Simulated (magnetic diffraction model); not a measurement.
## Ba2YbSbS6: what an assumed order does to the neutron pattern

Space group Fm-3m (no. 225), a = 9.7480 Å.

| site | atom | x | y | z |
| --- | --- | --- | --- | --- |
| 4b | Yb | 1/2 | 0 | 0 |
| 8c | Ba | 1/4 | 1/4 | 3/4 |
| 4a | Sb | 0 | 0 | 0 |
| 24e | S | 0 | 0 | 0.7620 |

This is a made-up structure (elements placed in a structure type, unrelaxed), so the numbers test the method and describe no known phase.

Only Yb is taken to order (form factors of Yb3+); orders and moment sizes are assumed, and not adapted to the symmetry. Radiation: neutrons of λ = 2.36 Å, 2° to 80°; isotropic B of 0.17 Å² (Yb), 0.2 Å² (Ba), 0.18 Å² (Sb) and 0.3 Å² (S). The intensities are simulated: I ∝ L Σ (|F_N|² + |F_M⊥|²) for unpolarised neutrons, with F_M = 2.695 fm/μB × Σ f(s) S exp(2πi Q·r) exp(−B s²) at Q = H ± k (one set where k and −k are equivalent), only the part normal to Q counting and L = 1/(sin²θ cos θ). For a modulated order the moment at position r is S exp(−2πi k·r) + c.c., with S = m/2 for a sine wave of amplitude m and S = m(u + iv)/2 for moments turning in a plane, u and v being orthogonal unit vectors in it; the phase factor of the sum at Q = H + k is then exp(2πi H·r). Form factors are spin-only for 3d ions and dipole or tabulated for f ions, scattering lengths are Sears's of 1992, and absorption is left out. A label names one of the reflections at its angle. The strongest nuclear line in the range is 100, and lines under 0.2 are left out.

Assume the order k = (1/4 0 0), a sine wave with moments along [001] (amplitudes given), 1.1 μB on Yb.

Q: Where does magnetic intensity appear, and how strong is it?

```csv
2θ (°),index,nuclear,magnetic
3.47,(1/4 0 0),0.0,8.3
22.35,(3/4 1 1),0.0,0.5
24.21,(1 1 1),9.9,0.0
26.41,(5/4 1 1),0.0,0.4
28.02,(2 0 0),33.6,0.0
28.24,(1/4 2 0),0.0,0.2
40.04,(2 2 0),95.1,0.0
47.34,(3 1 1),14.7,0.0
49.59,(2 2 2),6.8,0.0
57.92,(4 0 0),100.0,0.0
63.69,(3 3 1),13.8,0.0
65.55,(4 2 0),29.3,0.0
72.74,(4 2 2),71.4,0.0
77.95,(5 1 1),7.0,0.0
```

The strongest magnetic line in the range is (1/4 0 0) at 3.47° (8.3). On top of the Lorentz factor, which all lines share, magnetic lines fade with angle because f falls: for Yb3+ it is 0.97, 0.88, 0.76 and 0.51 at sin θ/λ = 0.1, 0.2, 0.3 and 0.5 Å⁻¹, while nuclear lengths stay constant. The order has no net moment.

[Logs are printed without paths, hosts, clocks, repeated set-up lines and the standing remarks that a program may print on its own settings, such as how far it seeks lower states.]
